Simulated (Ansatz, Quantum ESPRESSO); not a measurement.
# Lattice dynamics of CsCaH3 (Pm-3m) in two programs

How does CsCaH3 (Pm-3m) vibrate, and is this structure a minimum?

Program: Quantum ESPRESSO 7.5. Level of theory: DFT LDA, scalar-relativistic, plane waves, GBRV ultrasoft pseudopotentials. Results are calculated unless marked as measured.

### 1. The structure

Symmetry: Pm-3m, No. 221, cubic system. Conventional cell: a = 4.621 Å, b = 4.621 Å, c = 4.621 Å, α = 90.00°, β = 90.00°, γ = 90.00°. Nearest to Cs lie 12 H at 3.27 Å. Ca has 6 H at 2.31 Å nearest. H has 2 Ca at 2.31 Å and 8 H at 3.27 Å and 4 Cs at 3.27 Å nearest. Farther neighbours are not listed.

Structure file:

```cif
data_structure
_symmetry_space_group_name_H-M 'Pm-3m'
_symmetry_Int_Tables_number 221
_cell_length_a 4.6212
_cell_length_b 4.6212
_cell_length_c 4.6212
_cell_angle_alpha 90.000
_cell_angle_beta 90.000
_cell_angle_gamma 90.000
_cell_volume 98.69
loop_
_atom_site_label
_atom_site_type_symbol
_atom_site_symmetry_multiplicity
_atom_site_Wyckoff_symbol
_atom_site_fract_x
_atom_site_fract_y
_atom_site_fract_z
_atom_site_occupancy
Cs1 Cs 1 a 0.00000 0.00000 0.00000 1
Ca1 Ca 1 b 0.50000 0.50000 0.50000 1
H1 H 3 c 0.50000 0.00000 0.50000 1
```

### 2. A probe with smearing

Before anything dear is run, a loose run with smearing shows whether this is a metal and how far the cell is from rest.

The input, probe.in:

```
 &control
    calculation='scf',
    prefix='x',
    outdir='./tmp',
    pseudo_dir='./pseudo',
    tprnfor=.true.,
    tstress=.true.,
    verbosity='high',
 /
 &system
    ibrav=1,
    celldm(1)=8.73277591,
    nat=5,
    ntyp=3,
    ecutwfc=40.0,
    ecutrho=240.0,
    occupations='smearing',
    smearing='gaussian',
    degauss=0.01,
 /
 &electrons
    conv_thr=1.0d-07,
    mixing_beta=0.7,
    electron_maxstep=100,
 /
ATOMIC_SPECIES
 Cs    132.9055  Cs.upf
 Ca     40.0780  Ca.upf
 H       1.0080  H.upf
ATOMIC_POSITIONS crystal
 Cs     0.000000000   0.000000000   0.000000000
 Ca     0.500000000   0.500000000   0.500000000
 H      0.500000000   0.000000000   0.500000000
 H      0.000000000   0.500000000   0.500000000
 H      0.500000000   0.500000000   0.000000000
K_POINTS automatic
 4 4 4 0 0 0
```

The run is started by

```console
> OMP_NUM_THREADS=1 mpirun -n 4 pw.x -nk 4 -in probe.in > probe.out
```

The program printed:

```text
[banners, grids, parts of the stress and lines that vanish by symmetry left out]
Program PWSCF v.7.5
     bravais-lattice index     =            1
     lattice parameter (alat)  =       8.7328  a.u.
[...]
kinetic-energy cutoff     =      40.0000  Ry
     charge density cutoff     =     240.0000  Ry
     scf convergence threshold =      1.0E-07
[...]
Exchange-correlation=  SLA  PZ   NOGX NOGC
                           (   1   1   0   0   0   0   0)
[...]
48 Sym. Ops., with inversion, found
[...]
(     0          1          0      )
                  (     0          0          1      )
[...]
(  0.0000000  1.0000000  0.0000000 )
                  (  0.0000000  0.0000000  1.0000000 )
[...]
(     0         -1          0      )
                  (     0          0          1      )
[...]
( -1.0000000  0.0000000  0.0000000 )
                  (  0.0000000  1.0000000  0.0000000 )
[...]
number of k points=    10  Gaussian smearing, width (Ry)=  0.0100
[...]
End of self-consistent calculation
[...]
the Fermi energy is     4.5387 ev
!    total energy              =    -141.54615086 Ry
[...]
convergence has been achieved in   6 iterations
[...]
atom    1 type  1   force =     0.00000000    0.00000000    0.00000000
     atom    2 type  2   force =     0.00000000    0.00000000    0.00000000
     atom    3 type  3   force =     0.00000000    0.00000000    0.00000000
     atom    4 type  3   force =     0.00000000    0.00000000    0.00000000
     atom    5 type  3   force =     0.00000000    0.00000000    0.00000000
[...]
Total force =     0.000000     Total SCF correction =     0.000000
[...]
total   stress  (Ry/bohr**3)                   (kbar)     P=      -23.97
[...]
XML data file, charge density, pseudopotentials, collected wavefunctions

   JOB DONE.
```

Wall time 3.7 s (4 MPI ranks of Arm Neoverse V1, shared host).

This step gave:

```yaml
volume_per_atom: 19.74 Å³
pressure: -2.397 GPa
gap_on_the_k_mesh: 2.810 eV
```

A gap of 2.8 eV opens on this mesh, so the crystal is taken as an insulator; the start stands at -2.4 GPa.

### 3. Relaxation

Frequencies change by per cents with a per cent of volume, so the structure is first brought to rest at this level of theory.

The input, relax.in:

```
 &control
    calculation='vc-relax',
    prefix='x',
    outdir='./tmp',
    pseudo_dir='./pseudo',
    tprnfor=.true.,
    tstress=.true.,
    forc_conv_thr=2.0d-05,
    etot_conv_thr=1.0d-07,
    nstep=40,
 /
 &system
    ibrav=1,
    celldm(1)=8.73277591,
    nat=5,
    ntyp=3,
    ecutwfc=40.0,
    ecutrho=240.0,
    occupations='fixed',
    nbnd=13,
 /
 &electrons
    conv_thr=1.0d-11,
    mixing_beta=0.7,
    electron_maxstep=100,
 /
 &ions
 /
 &cell
    press_conv_thr=0.2,
 /
ATOMIC_SPECIES
 Cs    132.9055  Cs.upf
 Ca     40.0780  Ca.upf
 H       1.0080  H.upf
ATOMIC_POSITIONS crystal
 Cs     0.000000000   0.000000000   0.000000000
 Ca     0.500000000   0.500000000   0.500000000
 H      0.500000000   0.000000000   0.500000000
 H      0.000000000   0.500000000   0.500000000
 H      0.500000000   0.500000000   0.000000000
K_POINTS automatic
 4 4 4 0 0 0
```

The run is started by

```console
> OMP_NUM_THREADS=1 mpirun -n 4 pw.x -nk 4 -in relax.in > relax.out
```

The program printed:

```text
[banners, grids, parts of the stress and lines that vanish by symmetry left out]
[banner, memory and clock lines left out]
Program PWSCF v.7.5

[...]
kinetic-energy cutoff     =      40.0000  Ry
     charge density cutoff     =     240.0000  Ry
     scf convergence threshold =      1.0E-11
[...]
energy convergence thresh.=      1.0E-07
     force convergence thresh. =      2.0E-05
     press convergence thresh. =      2.0E-01
     Exchange-correlation=  SLA  PZ   NOGX NOGC
                           (   1   1   0   0   0   0   0)
[...]
48 Sym. Ops., with inversion, found
[...]
number of k points=    10
[...]
End of self-consistent calculation
[...]
highest occupied, lowest unoccupied level (ev):     2.8205    5.6306
!    total energy              =    -141.54615089 Ry
[...]
convergence has been achieved in  10 iterations
[...]
atom    1 type  1   force =     0.00000000    0.00000000    0.00000000
     atom    2 type  2   force =     0.00000000    0.00000000    0.00000000
     atom    3 type  3   force =     0.00000000    0.00000000    0.00000000
     atom    4 type  3   force =     0.00000000    0.00000000    0.00000000
     atom    5 type  3   force =     0.00000000    0.00000000    0.00000000
     Total force =     0.000000     Total SCF correction =     0.000000
[...]
total   stress  (Ry/bohr**3)                   (kbar)     P=      -24.05
[...]
number of bfgs steps    =   0
[...]
CELL_PARAMETERS (alat=  8.73277591)
[...]
ATOMIC_POSITIONS (crystal)
Cs               0.0000000000        0.0000000000        0.0000000000
Ca               0.5000000000        0.5000000000        0.5000000000
H                0.5000000000        0.0000000000        0.5000000000
H                0.0000000000        0.5000000000        0.5000000000
[...]
New effective cutoffs (rho, wfc):  241.13   40.32
[...]
End of self-consistent calculation
[...]
highest occupied, lowest unoccupied level (ev):     2.9246    5.7200
!    total energy              =    -141.54740961 Ry
[...]
convergence has been achieved in   6 iterations
[...]
atom    1 type  1   force =     0.00000000    0.00000000    0.00000000
     atom    2 type  2   force =     0.00000000    0.00000000    0.00000000
     atom    3 type  3   force =     0.00000000    0.00000000    0.00000000
     atom    4 type  3   force =     0.00000000    0.00000000    0.00000000
     atom    5 type  3   force =     0.00000000    0.00000000    0.00000000
     Total force =     0.000000     Total SCF correction =     0.000000
[...]
total   stress  (Ry/bohr**3)                   (kbar)     P=      -21.66
[...]
number of bfgs steps    =   1
[...]
WARNING: bfgs curvature condition failed, Theta= 0.895
[...]
CELL_PARAMETERS (alat=  8.73277591)
[...]
ATOMIC_POSITIONS (crystal)
[...]
New effective cutoffs (rho, wfc):  244.13   40.82
[...]
End of self-consistent calculation
[...]
highest occupied, lowest unoccupied level (ev):     3.0847    5.8567
!    total energy              =    -141.54901943 Ry
[...]
convergence has been achieved in   9 iterations
[...]
atom    1 type  1   force =     0.00000000    0.00000000    0.00000000
     atom    2 type  2   force =     0.00000000    0.00000000    0.00000000
     atom    3 type  3   force =     0.00000000    0.00000000    0.00000000
[...]
total   stress  (Ry/bohr**3)                   (kbar)     P=      -11.47
[...]
number of bfgs steps    =   3
[...]
CELL_PARAMETERS (alat=  8.73277591)
[...]
ATOMIC_POSITIONS (crystal)
[...]
New effective cutoffs (rho, wfc):  255.88   42.78
[...]
End of self-consistent calculation
[...]
highest occupied, lowest unoccupied level (ev):     3.7319    6.3993
!    total energy              =    -141.55187064 Ry
[...]
convergence has been achieved in   8 iterations
[...]
Total force =     0.000000     Total SCF correction =     0.000000
[...]
total   stress  (Ry/bohr**3)                   (kbar)     P=       -0.40
[...]
number of bfgs steps    =   4
[...]
CELL_PARAMETERS (alat=  8.73277591)
[...]
ATOMIC_POSITIONS (crystal)
[...]
New effective cutoffs (rho, wfc):  256.13   42.83
[...]
End of self-consistent calculation
[...]
highest occupied, lowest unoccupied level (ev):     3.7462    6.4111
!    total energy              =    -141.55187176 Ry
[...]
convergence has been achieved in   7 iterations
[...]
Total force =     0.000000     Total SCF correction =     0.000000
[...]
total   stress  (Ry/bohr**3)                   (kbar)     P=        0.02
[...]
number of bfgs steps    =   5
[...]
CELL_PARAMETERS (alat=  8.73277591)
[...]
ATOMIC_POSITIONS (crystal)
[...]
New effective cutoffs (rho, wfc):  256.11   42.82
[...]
End of self-consistent calculation
[...]
highest occupied, lowest unoccupied level (ev):     3.7453    6.4104
!    total energy              =    -141.55187177 Ry
[...]
convergence has been achieved in   4 iterations
[...]
atom    3 type  3   force =     0.00000000    0.00000000    0.00000000
     atom    4 type  3   force =     0.00000000    0.00000000    0.00000000
     atom    5 type  3   force =     0.00000000    0.00000000    0.00000000
     Total force =     0.000000     Total SCF correction =     0.000000
[...]
total   stress  (Ry/bohr**3)                   (kbar)     P=       -0.00
[...]
bfgs converged in   7 scf cycles and   6 bfgs steps
[...]
End of BFGS Geometry Optimization
     Final enthalpy           =    -141.5518717688 Ry
     File ./tmp/x.bfgs deleted, as requested
[...]
CELL_PARAMETERS (alat=  8.73277591)
[...]
ATOMIC_POSITIONS (crystal)
[...]
H                0.0000000000        0.5000000000        0.5000000000
H                0.5000000000        0.5000000000        0.0000000000
[...]
Final scf calculation at the relaxed structure.
[...]
kinetic-energy cutoff     =      40.0000  Ry
     charge density cutoff     =     240.0000  Ry
     scf convergence threshold =      1.0E-13
[...]
press convergence thresh. =      2.0E-01
     Exchange-correlation=  SLA  PZ   NOGX NOGC
                           (   1   1   0   0   0   0   0)
[...]
48 Sym. Ops., with inversion, found
[...]
number of k points=    10
[...]
End of self-consistent calculation
[...]
highest occupied, lowest unoccupied level (ev):     3.7453    6.4104
!    total energy              =    -141.55183812 Ry
[...]
convergence has been achieved in  11 iterations
[...]
atom    1 type  1   force =     0.00000000    0.00000000    0.00000000
     atom    2 type  2   force =     0.00000000    0.00000000    0.00000000
     atom    3 type  3   force =     0.00000000    0.00000000    0.00000000
     atom    4 type  3   force =     0.00000000    0.00000000    0.00000000
     atom    5 type  3   force =     0.00000000    0.00000000    0.00000000
     Total force =     0.000000     Total SCF correction =     0.000000
[...]
total   stress  (Ry/bohr**3)                   (kbar)     P=        0.05
[...]
XML data file, charge density, pseudopotentials, collected wavefunctions
```

It took 25 s on 4 MPI ranks; 1.7 min of CPU time.

The steps of the relaxation:

```
step  energy less that of the first step (eV)  largest force (eV/Å)  pressure (GPa)  volume (Å³)
   1                                   0.0000                0.0000           -2.41        98.69
   2                                  -0.0171                0.0000           -2.17        97.48
   3                                  -0.0390                0.0000           -1.78        95.69
   4                                  -0.0632                0.0000           -1.15        93.05
   5                                  -0.0778                0.0000           -0.04        89.18
   6                                  -0.0778                0.0000            0.00        89.05
   7                                  -0.0778                0.0000            0.00        89.05
   8                                  -0.0774                0.0000            0.01        89.05
```

```
conventional cell, symmetrised  before  after  change
                         a (Å)   4.621  4.466  -3.4 %
                         b (Å)   4.621  4.466  -3.4 %
                         c (Å)   4.621  4.466  -3.4 %
              volume (Å³/atom)   19.74  17.81  -9.8 %
```

The relaxed structure:

```
Cs Ca H
1.0
     4.46566    0.00000    0.00000
     0.00000    4.46566    0.00000
     0.00000    0.00000    4.46566
Cs Ca H
1 1 3
Direct
  0.00000 0.00000 0.00000
  0.50000 0.50000 0.50000
  0.50000 0.00000 0.50000
  0.00000 0.50000 0.50000
  0.50000 0.50000 0.00000
```

The last row of the table of steps is pw.x's closing run on a basis chosen anew for the final cell, so its energy can jump.

Numbers from this step:

* volume per atom: 17.81 Å³
* pressure: 0.005 GPa
* gap on the k-mesh: 2.665 eV

The volume changes by -9.8 % from the cell with which this run began.

### 4. Ground state

The response is built on this ground state, so it is converged far tighter than an energy would need. With a gap, occupations are fixed, which also allows the response to an electric field.

The input, scf.in:

```
 &control
    calculation='scf',
    prefix='x',
    outdir='./tmp',
    pseudo_dir='./pseudo',
    tprnfor=.true.,
    tstress=.true.,
 /
 &system
    ibrav=1,
    celldm(1)=8.43887366,
    nat=5,
    ntyp=3,
    ecutwfc=40.0,
    ecutrho=240.0,
    occupations='fixed',
    nbnd=13,
 /
 &electrons
    conv_thr=1.0d-12,
    mixing_beta=0.7,
    electron_maxstep=100,
 /
ATOMIC_SPECIES
 Cs    132.9055  Cs.upf
 Ca     40.0780  Ca.upf
 H       1.0080  H.upf
ATOMIC_POSITIONS crystal
 Cs     0.000000000   0.000000000   0.000000000
 Ca     0.500000000   0.500000000   0.500000000
 H      0.500000000   0.000000000   0.500000000
 H      0.000000000   0.500000000   0.500000000
 H      0.500000000   0.500000000   0.000000000
K_POINTS automatic
 4 4 4 0 0 0
```

The run is started by

```console
> OMP_NUM_THREADS=1 mpirun -n 4 pw.x -nk 4 -in scf.in > scf.out
```

The program printed:

```text
[banners, grids, parts of the stress and lines that vanish by symmetry left out]
[banner, memory and clock lines left out]
Program PWSCF v.7.5

[...]
kinetic-energy cutoff     =      40.0000  Ry
     charge density cutoff     =     240.0000  Ry
     scf convergence threshold =      1.0E-12
[...]
Exchange-correlation=  SLA  PZ   NOGX NOGC
                           (   1   1   0   0   0   0   0)
[...]
48 Sym. Ops., with inversion, found
[...]
number of k points=    10
[...]
End of self-consistent calculation
[...]
highest occupied, lowest unoccupied level (ev):     3.7453    6.4104
!    total energy              =    -141.55183812 Ry
[...]
convergence has been achieved in  10 iterations
[...]
atom    1 type  1   force =     0.00000000    0.00000000    0.00000000
     atom    2 type  2   force =     0.00000000    0.00000000    0.00000000
     atom    3 type  3   force =     0.00000000    0.00000000    0.00000000
     atom    4 type  3   force =     0.00000000    0.00000000    0.00000000
     atom    5 type  3   force =     0.00000000    0.00000000    0.00000000
     Total force =     0.000000     Total SCF correction =     0.000000
[...]
total   stress  (Ry/bohr**3)                   (kbar)     P=        0.05
[...]
XML data file, charge density, pseudopotentials, collected wavefunctions
```

The job ended after 4.5 s (4 MPI ranks).

The cell stands at 0.005 GPa, close enough for phonons.

(Part 1 of 4 ends here.)

[Host names and launcher messages were left out of these logs when they were recorded.]

[Logs are printed without paths, hosts, clocks, repeated set-up lines and the standing remarks that a program may print on its own settings, such as how far it seeks lower states.]

[Hosts, paths, dates, database ids (printed as entryN), source tags and the programs' standing remarks are cut or masked in the printed files.]
